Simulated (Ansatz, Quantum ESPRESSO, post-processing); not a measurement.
# Band line-up of the GaP/MgS(110) superlattice, 5 + 5 layers, a = 5.493 Å, part 7 of 7

Wanted: the band alignment of the GaP/MgS(110) superlattice, 5 + 5 layers, a = 5.493 Å.

Quantum ESPRESSO 7.5; plane-wave DFT, LDA, GBRV ultrasoft pseudopotentials; cross-check by Ansatz 0.2.0 with PAW datasets.

So far. Step 11 (SCF with pw.x of the superlattice): The run needed 22 iterations to bring the estimated error under 1e-07 Ry; the largest force on any atom, held or free, is 0.92 eV/Å. Step 14 (Projected density of states): The atomic orbitals miss 0.4 % of the occupied states; for empty states the projections can miss much more.

## 17. The same in Ansatz of bulk MgS

Level of this step: plane-wave DFT, LDA, Ansatz PAW (Ansatz).

input.yaml

```yaml
crystal:
  lattice:
    - [5.493, 0.0, 0.0]
    - [0.0, 3.8841375491, 0.0]
    - [0.0, 0.0, 3.8841375491]
  atoms:
    - { symbol: Mg, position: [0.0, 0.0, 0.0] }
    - { symbol: S, position: [0.25, 0.5, 0.0] }
    - { symbol: Mg, position: [0.5, 0.5, 0.5] }
    - { symbol: S, position: [0.75, 0.0, 0.5] }
kpoints:
  mp_grid: { grid: [6, 8, 8] }
hamiltonian:
  xc: lda
scf:
  occupations: { method: fermi_dirac, width: 0.02 }
  convergence: { dr2_threshold: 1.0e-08 }
output:
  eigenvalues: true
checkpoint:
  write: az.b.run
  compress: false
  write_wavefunctions: false
```

Started as:

```
$ ansatz run input.yaml --threads 4 --pin off --max-ram 8192MiB --backend cpu --events-out ev --progress --plain --runs-dir out
```

Numbers of over 12 decimals in the logs are rounded to 6 here.

Log:

```text
[...]
Crystal: 4 atoms, lattice volume = 82.870 Å³
Basis set: ecut = 420 eV, 1659 PW (Γ)
Bands: 20, of which v1, the nominal top of the filled ones, is band 16 counted from 1 (15 counted from 0)
Symmetry: 16 space group operations
[...]
k-points: 60 of 384 (time reversal used)
[...]
SCF iter   1: F=—  HF=-5547.973747 eV  |F-HF|=—  |Δ(HF+E_count)|=         —  Δρ=6.31e-3  dr2=2.16e-2  ethr=1.77e-3  ⟨swp⟩=6.2  Hψ=6080  notcnv=0
[...]
SCF iter   7: F=-5547.957872 eV  HF=-5547.957872 eV  |F-HF|=1.25e-9  |Δ(HF+E_count)|=   3.43e-9  Δρ=1.48e-6  dr2=1.64e-9  ethr=3.13e-11  ⟨swp⟩=3.0  Hψ=2755  notcnv=0
SCF 1 converged in 7 iterations: F = -5547.957872 eV  dr2 = 1.64e-9
[...]
SCF converged after 7 iterations
Free energy (F): -5547.957872 eV
[...]
Internal energy: -5547.957872 eV  (E = F + TS)
E sigma→0 (E₀):  -5547.957872 eV
Fermi energy:    5.504504 eV
[...]
--- Band table (eV; the first three rows and the last of 60) ---
  k-point 0: bands = [... 12 lower, 2.5472, 3.7114, 3.7114, 3.7114, 7.2817, 7.3599, 9.2350, 11.6739]
  k-point 1: bands = [... 12 lower, 2.6126, 3.2058, 3.5970, 3.7028, 7.6396, 7.8757, 9.6626, 11.5042]
  k-point 2: bands = [... 12 lower, 2.2662, 2.7954, 3.2572, 3.6583, 8.3212, 8.8471, 10.7416, 11.2589]
  k-point 59: bands = [... 12 lower, 1.5890, 1.5890, 2.1770, 2.1770, 9.1041, 9.1041, 11.8275, 11.8275]
```

Run time: 1.7 s. Hardware: 4 threads of AMD EPYC 7R32 (Zen 2), shared host; peak memory 0.44 GiB; 6.1 s of CPU time.

Read from the output:

* free energy: -5547.9579 eV
* Fermi energy: 5.505 eV
* gap by band count: 3.570 eV

## 18. Offsets by Ansatz's align-bands

Level of this step: band offsets by ansatz align-bands; plane-wave DFT, LDA, Ansatz PAW (Ansatz 0.2.0).

align.yaml

```yaml
offset:
  left:
    bulk: { run: az.a.run }
    window: [1.942068774529, 5.826206323587]
    period: 3.884137549058
  right:
    bulk: { run: az.b.run }
    window: [11.65241264717, 15.53655019623]
    period: 3.884137549058
  interface: { run: relax.run, axis: 3 }
```

Started as:

```
$ ansatz align-bands align.yaml -- --threads 4 --pin off
```

Log:

```text
valence offset -1.996 eV, conduction offset +0.156 eV (right less left)
  left: levels by lda on the potential of lda; from 1.94 to 5.83 Å its average varies by 0.0109 eV and climbs by -0.0000; the bulk's density to 0.00 %
  right: levels by lda on the potential of lda; from 11.65 to 15.54 Å its average varies by 0.0107 eV and climbs by -0.0000; the bulk's density to 0.00 %
  line-up -0.0985 eV
```

Elapsed: 16 s, on 4 threads.

Read from the output:

| Item | Value |
| --- | --- |
| valence offset | -1.996 eV |
| conduction offset | 0.1561 eV |
| step of the mean potential | -0.09848 eV |
| first crystal's valence top on the superlattice's zero | 6.119 eV |
| first crystal's conduction bottom on that zero | 7.537 eV |
| second crystal's valence top on the superlattice's zero | 4.123 eV |
| second crystal's conduction bottom on that zero | 7.693 eV |

The step of the mean potential differs from pw.x's, since each set of potentials has its own local parts; only the offsets compare.

## 19. All levels side by side

All levels:

```
                level  valence offset (eV)  conduction offset (eV)  CPU time (s)
QE LDA GBRV ultrasoft               -1.996                  0.1634          2611
       Ansatz LDA PAW               -1.996                  0.1561         125.7
```

The times are CPU seconds on a shared host, for the superlattice and both crystals; the codes use unlike cutoffs and datasets, and Ansatz's time holds its run of the superlattice.

## 20. SCF with pw.x of bulk MgS, with ecutwfc = 50 and ecutrho = 400

How much does a setting matter? One run is repeated with a change.

Level of this step: plane-wave DFT, LDA, GBRV ultrasoft pseudopotentials (Quantum ESPRESSO 7.5).

b.w0.in

```
&control
  prefix = 'b.w0'
  outdir = './out'
  pseudo_dir = './pseudo'
  calculation = 'scf'
  tprnfor = .true.
/
&system
  ibrav = 0
  nat = 4
  ntyp = 2
  ecutwfc = 50
  ecutrho = 400
  occupations = 'smearing'
  smearing = 'fd'
  degauss = 0.002
/
&electrons
  conv_thr = 1e-07
  mixing_beta = 0.5
  electron_maxstep = 120
/
ATOMIC_SPECIES
  Mg  24.3050  mg_lda_v1.4.uspp.F.UPF
  S   32.0600  s_lda_v1.4.uspp.F.UPF
CELL_PARAMETERS angstrom
  5.49300000000000 0.00000000000000 0.00000000000000
  0.00000000000000 3.88413754905771 0.00000000000000
  0.00000000000000 0.00000000000000 3.88413754905771
ATOMIC_POSITIONS crystal
  Mg  0.000000000000 0.000000000000 0.000000000000
  S   0.250000000000 0.500000000000 0.000000000000
  Mg  0.500000000000 0.500000000000 0.500000000000
  S   0.750000000000 0.000000000000 0.500000000000
K_POINTS automatic
  6 8 8 0 0 0
```

Started as:

```
$ OMP_NUM_THREADS=1 mpirun -n 4 pw.x -nk 4 -in b.w0.in > b.w0.out
```

Log:

```text
[banner, memory and clock lines left out]
Program PWSCF v.7.5 starts
[citation notice left out]

[...]
Message from routine setup:
[...]
bravais-lattice index     =            0
     lattice parameter (alat)  =      10.3803  a.u.
     unit-cell volume          =     559.2364 (a.u.)^3
     number of atoms/cell      =            4
     number of atomic types    =            2
     number of electrons       =        32.00
     number of Kohn-Sham states=           20
     kinetic-energy cutoff     =      50.0000  Ry
     charge density cutoff     =     400.0000  Ry
     scf convergence threshold =      1.0E-07
     mixing beta               =       0.5000
     number of iterations used =            8  plain     mixing
     Exchange-correlation=  SLA  PZ   NOGX NOGC
                           (   1   1   0   0   0   0   0)

[...]
PseudoPot. # 1 for Mg read from file:
     ./pseudo/mg_lda_v1.4.uspp.F.UPF
     Pseudo is Ultrasoft, Zval = 10.0
     Generated by new atomic code, or converted to UPF format
     Using radial grid of  821 points,  7 beta functions with:
                l(1) =   0
                l(2) =   0
                l(3) =   0
                l(4) =   1
                l(5) =   1
                l(6) =   2
                l(7) =   2
     Q(r) pseudized with  8 coefficients,  rinner =    1.200   1.200   1.200
                                                       1.200   1.200

     PseudoPot. # 2 for S  read from file:
     ./pseudo/s_lda_v1.4.uspp.F.UPF
     Pseudo is Ultrasoft + core correction, Zval =  6.0
     Generated by new atomic code, or converted to UPF format
     Using radial grid of  907 points,  6 beta functions with:
                l(1) =   0
                l(2) =   0
                l(3) =   1
                l(4) =   1
                l(5) =   2
                l(6) =   2
     Q(r) pseudized with  8 coefficients,  rinner =    1.300   1.300   1.300
                                                       1.300   1.300

     atomic species   valence    mass     pseudopotential
     Mg               10.00    24.30500     Mg( 1.00)
     S                 6.00    32.06000     S ( 1.00)

      8 Sym. Ops. (no inversion) found

[...]
number of k points=    60  Fermi-Dirac smearing, width (Ry)=  0.0020
[...]
Dense  grid:    75647 G-vectors     FFT dimensions: (  72,  48,  48)

     Smooth grid:    26699 G-vectors     FFT dimensions: (  48,  36,  36)

     Initial potential from superposition of free atoms

     starting charge      31.3995, renormalised to      32.0000
     Starting wfcs are   18 randomized atomic wfcs +    2 random wfcs

     per-process dynamical memory:    62.8 Mb

     Self-consistent Calculation

     iteration #  1     ecut=    50.00 Ry     beta= 0.50
     Davidson diagonalization with overlap
     ethr =  1.00E-02,  avg # of iterations =  7.0

     total energy              =    -298.65175943 Ry
     estimated scf accuracy    <       0.35280300 Ry

     iteration #  2     ecut=    50.00 Ry     beta= 0.50
[...]
total energy              =    -298.72190059 Ry
     estimated scf accuracy    <       0.01674398 Ry

     iteration #  3     ecut=    50.00 Ry     beta= 0.50
[...]
total energy              =    -298.72239071 Ry
     estimated scf accuracy    <       0.00338036 Ry

     iteration #  4     ecut=    50.00 Ry     beta= 0.50
[...]
total energy              =    -298.72274772 Ry
     estimated scf accuracy    <       0.00017775 Ry

     iteration #  5     ecut=    50.00 Ry     beta= 0.50
[...]
total energy              =    -298.72280923 Ry
     estimated scf accuracy    <       0.00001495 Ry

     iteration #  6     ecut=    50.00 Ry     beta= 0.50
[...]
total energy              =    -298.72281114 Ry
     estimated scf accuracy    <       0.00000300 Ry

     iteration #  7     ecut=    50.00 Ry     beta= 0.50
[...]
total energy              =    -298.72281225 Ry
     estimated scf accuracy    <       0.00000077 Ry

     iteration #  8     ecut=    50.00 Ry     beta= 0.50
[...]
End of self-consistent calculation

          k = 0.0000 0.0000 0.0000 (  3347 PWs)   bands (ev):

   -69.2370 -69.2367 -36.6845 -36.6818 -36.6818 -36.6802 -36.6802 -36.6802
    -7.9966  -6.8657   0.4249   2.4126   2.4126   3.5768   3.5768   3.5768
     7.1481   7.2242   9.1040  11.5464

          k = 0.0000 0.0000 0.1768 (  3357 PWs)   bands (ev):

   -69.2369 -69.2367 -36.6843 -36.6821 -36.6818 -36.6806 -36.6803 -36.6802
    -7.9247  -6.8640   0.5281   2.0510   2.4780   3.0711   3.4625   3.5682
     7.5062   7.7401   9.5317  11.3761

[...]
the Fermi energy is     4.4815 ev

!    total energy              =    -298.72281230 Ry
     estimated scf accuracy    <       0.00000008 Ry
     smearing contrib. (-TS)   =      -0.00000000 Ry
     internal energy E=F+TS    =    -298.72281230 Ry

     The total energy is F=E-TS. E is the sum of the following terms:
     one-electron contribution =    -223.10882373 Ry
     hartree contribution      =     113.05402125 Ry
     xc contribution           =     -49.98686503 Ry
     ewald contribution        =    -138.68114479 Ry

     convergence has been achieved in   8 iterations

     Forces acting on atoms (cartesian axes, Ry/au):

     atom    1 type  1   force =     0.00000000    0.00000000    0.00000000
     atom    2 type  2   force =    -0.00000819    0.00000000    0.00000000
     atom    3 type  1   force =     0.00000000    0.00000000    0.00000000
     atom    4 type  2   force =     0.00000819    0.00000000    0.00000000

     Total force =     0.000012     Total SCF correction =     0.000007
     SCF correction compared to forces is large: reduce conv_thr to get better values

[...]
```

Wall time 17 s (4 MPI ranks); peak memory 0.53 GiB; 69 s of CPU time.

Beside the run it was changed from:

```csv
quantity,this run,unchanged run,difference
free energy (eV),-4064.331,-4064.324,-0.0068
wall time (s),17,11,
SCF iterations,8,8,
```

The free energy moves by -1.7 meV an atom.

## 21. Summary of results

```yaml
valence_top_of_mgs_less_that_of_gap: -2.00 eV
conduction_bottom_of_mgs_less_that_of_gap: 0.16 eV
gap_of_bulk_gap_along_the_path: 1.41 eV
gap_of_bulk_mgs_along_the_path: 3.57 eV
the_valence_offset_by_ansatz: -2.00 eV
```

What this shows: The valence top of MgS lies 2.00 eV below that of GaP, and its conduction bottom 0.16 eV above (LDA, GBRV ultrasoft). At this level the alignment is straddling (type I): one gap lies inside the other. The conduction bottom lies at Γ in GaP and at X in MgS, so the conduction offset joins unlike valleys. In GaP the L valley lies 0.01 eV and X valley lies 0.13 eV higher, near enough that the order hangs on level and lattice constant (real GaP has its minimum near X). The atoms are held on ideal sites, so the interface is not relaxed. The thickness of the layers was not varied. Quantum ESPRESSO and Ansatz give -2.00 and -2.00 eV for the valence offset, which agree. Both crystals are held cubic at a = 5.493 Å, a typed value between or near their lattice constants, which no run here tested; a real film grown on one of them would be clamped in the plane and relax along the normal. Semilocal gaps are too small and can put the valleys in the wrong order, which spoils the conduction offset more than the valence offset. Spin-orbit coupling is left out; depending on the atoms that carry the levels of interest, it can split and shift them by some tens of meV.

[Logs are printed without paths, hosts, clocks, repeated set-up lines and the standing remarks that a program may print on its own settings, such as how far it seeks lower states.]

[Hosts, paths, dates, database ids (printed as entryN), source tags and the programs' standing remarks are cut or masked in the printed files.]

[Maps of the electrostatic potential energy from Ansatz leave out the sawtooth potential of an applied field or a dipole correction, so their vacuum need not be flat; planar profiles and work functions include it.]
